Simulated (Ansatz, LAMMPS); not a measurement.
# Relaxing aqueous K+ and acetate, 3.5 mol of salt per kg of water, from a frame at 400 K (165 atoms)

Wanted: the relaxed structure of aqueous K+ and acetate, 3.5 mol of salt per kg of water, from a frame at 400 K (165 atoms) and its electronic structure.

Calculated with Ansatz 0.2.0; Kohn-Sham DFT, PBE+D4, PAW (set soft_2), plane waves.

**1. Starting point**

The cell holds 165 atoms: 6 C, 53 O, 103 H and 3 K. Its edges and angles: a = 11.839 Å, b = 11.839 Å, c = 11.839 Å, α = 90.0°, β = 90.0°, γ = 90.0°. 47 H2O, 3 K+, 3 acetate placed at random, at 1.14 g/cm³; overlaps pushed apart, then 10 ps at 420 K with Joung-Cheatham ions (J. Phys. Chem. B 112, 9020 (2008)); MMFF94 bonds, angles, torsions, charges and radii (Halgren, J. Comput. Chem. 17, 490 (1996)) in harmonic and 12-6 forms; SPC/E water (Berendsen, Grigera and Straatsma, J. Phys. Chem. 91, 6269 (1987)). Snapshot after 20 ps at 400 K and fixed volume.

Before any run, some limits are plain. The network of contacts between molecules at the start is that of the classical potential that made the cell. The density was typed from a rule of thumb and may lie off the real one at this temperature. The Brillouin zone is sampled at Γ only, in a cell whose shortest periodic width is 12 Å.

**2. How the cell was made**

A classical potential makes the cell, at a small fraction of what the same run would cost in DFT.

This step: classical MD, Joung-Cheatham ions (J. Phys. Chem. B 112, 9020 (2008)); MMFF94 bonds, angles, torsions, charges and radii (Halgren, J. Comput. Chem. 17, 490 (1996)) in harmonic and 12-6 forms; SPC/E water (Berendsen, Grigera and Straatsma, J. Phys. Chem. 91, 6269 (1987)) (LAMMPS 22 Jul 2025 - Update 4).

Input file in.lmp:

```
# aqueous K+ and acetate, 3.5 mol of salt per kg of water
units real
atom_style full
boundary p p p
bond_style harmonic
angle_style harmonic
dihedral_style opls
improper_style harmonic
special_bonds lj 0 0 0.5 coul 0 0 0.75
read_data data.lmp
neigh_modify delay 0 every 1 check yes one 4000
comm_modify cutoff 12.0
timestep 0.5
thermo_style custom step time temp pe press density
thermo_modify norm yes
# push overlapping molecules apart
pair_style soft 2.6
pair_coeff * * 0.0
variable a equal ramp(1,60)
fix ad all adapt 1 pair soft a * * v_a
velocity all create 420 266747 mom yes dist gaussian
fix lim all nve/limit 0.03
fix lan all langevin 420 420 50 266748 zero yes
thermo 1000
run 3000 post no
unfix ad
pair_style lj/cut/coul/long 9.0
pair_modify mix arithmetic tail yes
pair_coeff 1 1 0.0678 3.3680   # C
pair_coeff 2 2 0.0678 3.4070   # C
pair_coeff 3 3 0.0763 3.0960   # O
pair_coeff 4 4 0.0216 2.5400   # H
pair_coeff 5 5 0.1553 3.1660   # O
pair_coeff 6 6 0.0000 1.0000   # H
# [... 20 lines left out ...]
compute msd all msd com yes
thermo 5000
fix md all nvt temp 400 400 100
run 20000 post no
print "== T400: mean square displacement over the hold $(c_msd[4]:%.2f) A^2"
unfix md
uncompute msd
write_dump all custom T400.dump id type xs ys zs modify sort id
```

Command:

```console
> lmp -in in.lmp -log none -nocite
```

Numbers of over 12 decimals in the logs are rounded to 6 here.

Log:

```text
LAMMPS (22 Jul 2025 - Update 4)
Reading data file ...
  orthogonal box = (0 0 0) to (11.83876 11.83876 11.83876)
  165 atoms
  orthogonal box = (0 0 0) to (11.83876 11.83876 11.83876)
  112 bonds
  74 angles
  18 dihedrals
  3 impropers
   Step          Time           Temp          PotEng         Press         Density
         0   0              420            0.18017081     8684.6951      1.1420004
      1000   500            423.99755      0.7868717      28435.268      1.1420004
      2000   1000           449.88948      0.82722072     42491.234      1.1420004
      3000   1500           412.02796      0.84990948     43659.776      1.1420004
Loop time of 0.231572 s on 1 MPI rank(s) for 3000 steps with 165 atoms
PPPM initialization ...
  G vector (1/distance) = 0.30813549
  grid = 8 8 8
  estimated relative force accuracy = 5.0232531e-05
   Step          Time           Temp          PotEng         Press         Density
      3000   1500           412.02796     -0.1604035      38771.883      1.1420004
      3100   1550           412.02796     -6.8309975     -3745.2472      1.1420004
      3200   1600           412.02796     -7.2226233     -1374.4893      1.1420004
      3300   1650           412.02796     -7.3303239     -2303.8291      1.1420004
Loop time of 0.634371 s on 1 MPI rank(s) for 300 steps with 165 atoms
[... 1 lines left out ...]
  Stopping criterion = max iterations
  Energy initial, next-to-last, final =
    -0.160403495652552  -7.32975124483637  -7.33032385318752
  Force two-norm initial, final = 726.41103 15.80406
  Iterations, force evaluations = 300 593
   Step          Time           Temp          PotEng         Press         Density
         0   0              420           -7.3303239     -2196.4643      1.1420004
      1000   500            391.41887     -6.1564184      766.85503      1.1420004
      2000   1000           410.91983     -5.9946708      4692.3516      1.1420004
Loop time of 1.646 s on 1 MPI rank(s) for 2000 steps with 165 atoms
   Step          Time           Temp          PotEng         Press         Density
      2000   1000           575.99018     -6.4358454      8541.6778      1.1420004
[... 5 lines left out ...]
Loop time of 8.98575 s on 1 MPI rank(s) for 10000 steps with 165 atoms
   Step          Time           Temp          PotEng         Press         Density
[... 4 lines left out ...]
Loop time of 4.57413 s on 1 MPI rank(s) for 5000 steps with 165 atoms
   Step          Time           Temp          PotEng         Press         Density
[... 2 lines left out ...]
     25000   24000          388.89796     -6.1706291     -1231.3647      1.1420004
     30000   29000          408.25308     -6.3822045      2041.8231      1.1420004
     35000   34000          380.88498     -6.2730984     -4061.1411      1.1420004
     37000   36000          362.50022     -6.1204023      2549.2229      1.1420004
Loop time of 21.9416 s on 1 MPI rank(s) for 20000 steps with 165 atoms
== T400: mean square displacement over the hold 36.85 A^2
```

Wall time 38 s (1 thread of Intel Xeon at 2.80GHz (Skylake/Cascade Lake), shared host); peak memory 0.64 GiB.

The input also reads data.lmp (atoms, bonds and types; not printed here).

**3. Single point at the start**

The forces at the start show how far the geometry lies from a minimum of this functional.

Input file input.yaml:

```yaml
crystal:
  lattice:
    - [11.83876, 0.0, 0.0]
    - [0.0, 11.83876, 0.0]
    - [0.0, 0.0, 11.83876]
  atoms:
    - { symbol: C, position: [0.15407, 0.52804, 0.20653] }
    - { symbol: C, position: [0.03758, 0.56244, 0.24613] }
    - { symbol: O, position: [0.98824, 0.48545, 0.30381] }
    - { symbol: O, position: [0.00885, 0.66412, 0.23959] }
    - { symbol: H, position: [0.19008, 0.6081, 0.18397] }
    - { symbol: H, position: [0.13856, 0.47722, 0.12687] }
    - { symbol: H, position: [0.21159, 0.48506, 0.2667] }
    - { symbol: C, position: [0.31303, 0.16774, 0.06644] }
    - { symbol: C, position: [0.34247, 0.09518, 0.96182] }
    - { symbol: O, position: [0.43798, 0.04709, 0.9683] }
    - { symbol: O, position: [0.27063, 0.07844, 0.88234] }
    - { symbol: H, position: [0.22635, 0.17595, 0.07648] }
    - { symbol: H, position: [0.35528, 0.24613, 0.05181] }
    - { symbol: H, position: [0.33797, 0.10513, 0.12574] }
    - { symbol: C, position: [0.92343, 0.00315, 0.49248] }
    - { symbol: C, position: [0.02436, 0.03926, 0.56111] }
    - { symbol: O, position: [0.03985, 0.99915, 0.65372] }
    - { symbol: O, position: [0.07866, 0.1229, 0.52678] }
    - { symbol: H, position: [0.84849, 0.0635, 0.48875] }
    - { symbol: H, position: [0.8968, 0.92064, 0.53173] }
    - { symbol: H, position: [0.94136, 0.98786, 0.40555] }
    - { symbol: O, position: [0.80557, 0.42698, 0.12049] }
    - { symbol: H, position: [0.73309, 0.3964, 0.08972] }
    - { symbol: H, position: [0.86919, 0.40554, 0.06922] }
    - { symbol: O, position: [0.98002, 0.51367, 0.51483] }
    - { symbol: H, position: [0.92673, 0.57282, 0.54307] }
    - { symbol: H, position: [0.98335, 0.51674, 0.43048] }
    - { symbol: O, position: [0.72696, 0.87792, 0.03688] }
    - { symbol: H, position: [0.66079, 0.91846, 0.07023] }
    - { symbol: H, position: [0.78959, 0.93288, 0.02303] }
    - { symbol: O, position: [0.32991, 0.71548, 0.79128] }
    - { symbol: H, position: [0.34797, 0.76371, 0.85823] }
    [... 127 atom lines left out ...]
    - { symbol: O, position: [0.31585, 0.78608, 0.25166] }
    - { symbol: H, position: [0.37236, 0.72788, 0.22812] }
    - { symbol: H, position: [0.25886, 0.75082, 0.30308] }
    - { symbol: K, position: [0.77355, 0.47553, 0.3817] }
    - { symbol: K, position: [0.18228, 0.90463, 0.82058] }
    - { symbol: K, position: [0.18282, 0.16644, 0.71405] }
kpoints:
  mp_grid: { grid: [1, 1, 1] }
hamiltonian:
  xc: pbe
  dispersion: d4
scf:
  occupations: { method: fixed }
output:
  forces: true
  stress: true
  populations: true
  dos:
    method: { smearing: { sigma: 0.1 } }
    de: 0.1
    projected: { site_lists: { C: [C], H: [H], K: [K], O: [O] } }
  eigenvalues: true
```

Command:

```console
> ansatz run input.yaml --threads 4 --pin off --max-ram 8192MiB --backend cpu --events-out ev --progress --plain --runs-dir out
```

Log:

```text
Engine: ansatz 0.2.0, aarch64-unknown-linux-gnu
Pseudopotentials: kind: paw
Pseudopotential: C, paw, valence charge 4, recommended cutoff 420 eV (normal), C.paw.azcp
Pseudopotential: O, paw, valence charge 6, recommended cutoff 420 eV (normal), O.paw.azcp
Pseudopotential: H, paw, valence charge 1, recommended cutoff 420 eV (normal), H.paw.azcp
Pseudopotential: K, paw, valence charge 9, recommended cutoff 420 eV (normal), K.paw.azcp
[... 5 lines on functional and potentials left out ...]
Crystal: 165 atoms, lattice volume = 1659.276 Å³
Basis set: ecut = 420 eV, 32423 PW (Γ), exchange–correlation on 160×160×160 points (8 copies of the dense FFT grid, shifted against one another)
Bands: 401, of which v1, the nominal top of the filled ones, is band 236 counted from 1 (235 counted from 0)
Symmetry: 1 space group operations
Space group: P1 (ITA 1), of the structure as read, at distance tolerance 1.2e-4 Å
k-points: 1
[... 9 lines on functional and potentials left out ...]
Initial density: superposition of atomic densities (neutral atoms: chi_scale 0, normalization atom), corrected by the library's trained network
Initial wavefunctions: pseudopotential atomic-orbital guess
Functional: x = pbe(κ = 0.804, μ = 0.219515), c = pbe(β = 0.066725)
SCF iter   1: F=—  HF=-37853.765942 eV  |F-HF|=—  |Δ(HF+E_count)|=         —  Δρ=3.18e-3  dr2=1.99e-1  ethr=1.77e-3  ⟨swp⟩=5.0  Hψ=1424  notcnv=0  defer=163
preconditioner: auto → Resta (q_TF=auto, 2.213 Å⁻¹)  ε∞=2.3  [insulator: Δε(μ)=3.747 eV  Ē_g=17.497 eV  n_scr=304 (ndim 8)  ℏωp=19.7 eV  f_vac=0.244  ε∞_Penn≈2.3]
SCF iter   2: F=—  HF=-37853.679745 eV  |F-HF|=—  |Δ(HF+E_count)|=   8.62e-2  Δρ=1.56e-3  dr2=4.54e-2  ethr=4.22e-5  ⟨swp⟩=2.0  Hψ=582  notcnv=0  defer=163
SCF iter   3: F=—  HF=-37853.657156 eV  |F-HF|=—  |Δ(HF+E_count)|=   2.26e-2  Δρ=7.33e-4  dr2=1.17e-2  ethr=9.62e-6  ⟨swp⟩=2.0  Hψ=477  notcnv=0  defer=163
SCF iter   4: F=—  HF=-37853.654438 eV  |F-HF|=—  |Δ(HF+E_count)|=   2.72e-3  Δρ=2.22e-4  dr2=1.03e-3  ethr=2.49e-6  ⟨swp⟩=2.0  Hψ=477  notcnv=0  defer=163
SCF iter   5: F=—  HF=-37853.654420 eV  |F-HF|=—  |Δ(HF+E_count)|=   1.83e-5  Δρ=1.28e-4  dr2=2.44e-4  ethr=2.17e-7  ⟨swp⟩=2.0  Hψ=479  notcnv=0  defer=163
SCF iter   6: F=—  HF=-37853.654382 eV  |F-HF|=—  |Δ(HF+E_count)|=   3.78e-5  Δρ=5.07e-5  dr2=3.52e-5  ethr=5.17e-8  ⟨swp⟩=3.0  Hψ=478  notcnv=0  defer=159
SCF iter   7: F=—  HF=-37853.654557 eV  |F-HF|=—  |Δ(HF+E_count)|=   1.75e-4  Δρ=1.69e-5  dr2=4.01e-6  ethr=7.46e-9  ⟨swp⟩=2.0  Hψ=634  notcnv=0  defer=158
SCF iter   8: F=—  HF=-37853.654557 eV  |F-HF|=—  |Δ(HF+E_count)|=   7.76e-7  Δρ=5.97e-6  dr2=5.71e-7  ethr=8.49e-10  ⟨swp⟩=2.0  Hψ=477  notcnv=0  defer=158
SCF iter   9: F=-37853.654558 eV  HF=-37853.654558 eV  |F-HF|=2.89e-8  |Δ(HF+E_count)|=   1.85e-7  Δρ=1.82e-6  dr2=5.40e-8  ethr=2.12e-11  ⟨swp⟩=17.0  Hψ=3147  notcnv=0
WARN: dispersion: an atom stands within reach of a switch of its C6 between two reference coordination numbers of its element: through that C6 alone, e_disp changes by 0.025 eV or more while the distances to its neighbours run over a stretch of 0.05 Å that contains this geometry (sites counted from 0 in the run's list of atoms or, [...]
SCF 1 converged in 9 iterations: F = -37853.654558 eV  dr2 = 5.40e-8
  greatest PAW one-centre occupation: 0.988 electrons in one spin orbital (limit 2), on the K atom at site 164 (counted from 0), in its partial waves of l = 0
SCF converged after 9 iterations
Free energy (F): -37853.654558 eV
Harris-Foulkes:  -37853.654558 eV  (|F-HF|=2.89e-8)
Internal energy: -37853.654558 eV  (E = F + TS)
E sigma→0 (E₀):  -37853.654558 eV
Fermi energy:    -1.362989 eV
--- Per-component energies (eV) ---
  E_band       = -4375.856091
  E_kinetic    = 11990.022083
  E_local      = -38043.051742  (includes V_loc(G=0)·N_el)
  E_nonlocal   = 2926.105059
  E_hartree    = 13922.981708
  E_xc         = -5485.524498
  E_vxc        = -6975.137390  (∫ρ·V_xc dr)
  E_paw        = -11401.683562  (= ΣΔE_a)
  E_vpaw       = -2119.776419  (= ΣTr[D̂ρ^β])
  E_aug_tail   = 0.010777  (compensation charges beyond the density's cutoff)
  E_ewald      = -11756.643318
  E_disp       = -5.871066  (pairwise vdW)
  E_smearing   = -0.000000  (= −TS)
  E_closure    = 0.000000  (closes the sum)
  Σ components = -37853.654558   (vs F -37853.654558, Δ=0.00e0)
--- Forces (eV/Å), atoms counted from 1 ---
  atom   1  C     -0.55789308     0.07248783    -1.53982304
  atom   2  C      2.24360083    -2.74612587     2.35647670
  atom   3  O     -0.87891899     2.26696347    -0.39407597
  atom   4  O     -0.71721000     0.50998724     0.30999623
  atom   5  H      0.90145051     0.33907878    -0.55273953
  atom   6  H      0.64630952     0.31381196     0.90868007
  atom   7  H     -0.81660747    -0.08407139    -0.14130882
  atom   8  C      0.80594654    -1.75027793    -2.23443428
  atom   9  C     -2.17893028     0.27491801    -0.72367479
  atom  10  O      0.95746337    -0.14697550    -0.58243762
  atom  11  O      1.50700761     0.43803777     1.54851279
  atom  12  H     -2.20238716     0.64502924    -0.10158471
  atom  13  H      0.65991806     0.74556247     0.79794275
  atom  14  H      0.97768964     0.34382631     1.77473239
[...]
atom 164  K     -0.21012855    -0.61117096    -0.33550468
  atom 165  K      0.34367163     0.87631605    -0.09352843
  max |Σ_I F_I| component: 6.72e-5 eV/Å
--- Stress (GPa, compression-positive) ---
       -1.501297       0.628328      -0.272302
        0.628328      -0.808478      -0.359811
       -0.272302      -0.359810      -0.793070
  P = ⅓ Tr σ = -1.0343 GPa (-10.343 kbar)
--- Band table (eV) ---
  k-point 0: bands = ["-29.5100", "-28.7089", "-28.4840", "-23.1998", [... 385 levels ...], "11.2514", "11.3083", "11.3534", "11.3856", "11.4250", "11.4487", "11.5056", "11.5451", "11.5754", "11.6146", "11.6385", "11.6487"]
--- Löwdin populations: 165 sites ---
  site symbol       q [e]
     0      C      4.4938
     1      C      3.4143
     2      O      6.4487
[...]
164      K      8.1562
  spilling = 0.010744 (of n_electrons = 472.000000)
```

Run time: 30 s. Hardware: 4 threads of Arm Neoverse V1, shared host; peak memory 2.1 GiB; 1.9 min of CPU time.

The program notes that the dispersion model switches parameters near this geometry.

Read from the output:

```yaml
free_energy: -37853.6546 eV
free_energy_per_atom: -229.4161 eV/atom
scf_cycles: 9
pressure: -1.034 GPa
r_m_s_force_component: 0.7272 eV/Å
longest_force: 4.67 eV/Å
fermi_energy: -1.363 eV
spacing_of_highest_filled_and_lowest_empty_level: 3.808 eV
spilling_of_the_projection: 0.01074
```

The r.m.s. force component of 0.73 eV/Å and the pressure of -1.0 GPa set the starting point.

Neighbours are counted within 1.21 Å (H-O), 1.34 Å (H-C), 1.68 Å (O-C), 3.58 Å (O-K), 1.85 Å (C-C).

Length of the force by element and coordination:

```tsv
element	coordination	atoms	mean length of the force (eV/Å)	spread	least	most
C	all	6	2.91	1.01	1.64	4.26
C	3	3	3.59	0.905	2.31	4.26
C	4	3	2.23	0.543	1.64	2.95
H	all	103	1.06	0.336	0.384	2.30
K	all	3	0.792	0.110	0.701	0.946
K	7	1	0.946	0	0.946	0.946
K	8	2	0.715	0.0135	0.701	0.728
O	all	53	0.963	0.702	0.190	4.67
O	1	2	1.03	0.0986	0.933	1.13
O	2	32	0.922	0.482	0.190	2.46
O	3	19	1.02	0.987	0.228	4.67
```

(Part 1 of 3 ends here.)

[Logs are printed without paths, hosts, clocks, repeated set-up lines and the standing remarks that a program may print on its own settings, such as how far it seeks lower states.]

[Hosts, paths, dates, database ids (printed as entryN), source tags and the programs' standing remarks are cut or masked in the printed files.]

[The MMFF94 radii named for the starting cell were scaled by 0.96; in molecules described by MMFF94, hydrogen bound to N, O or S took a small fixed 12-6 site in their place.]
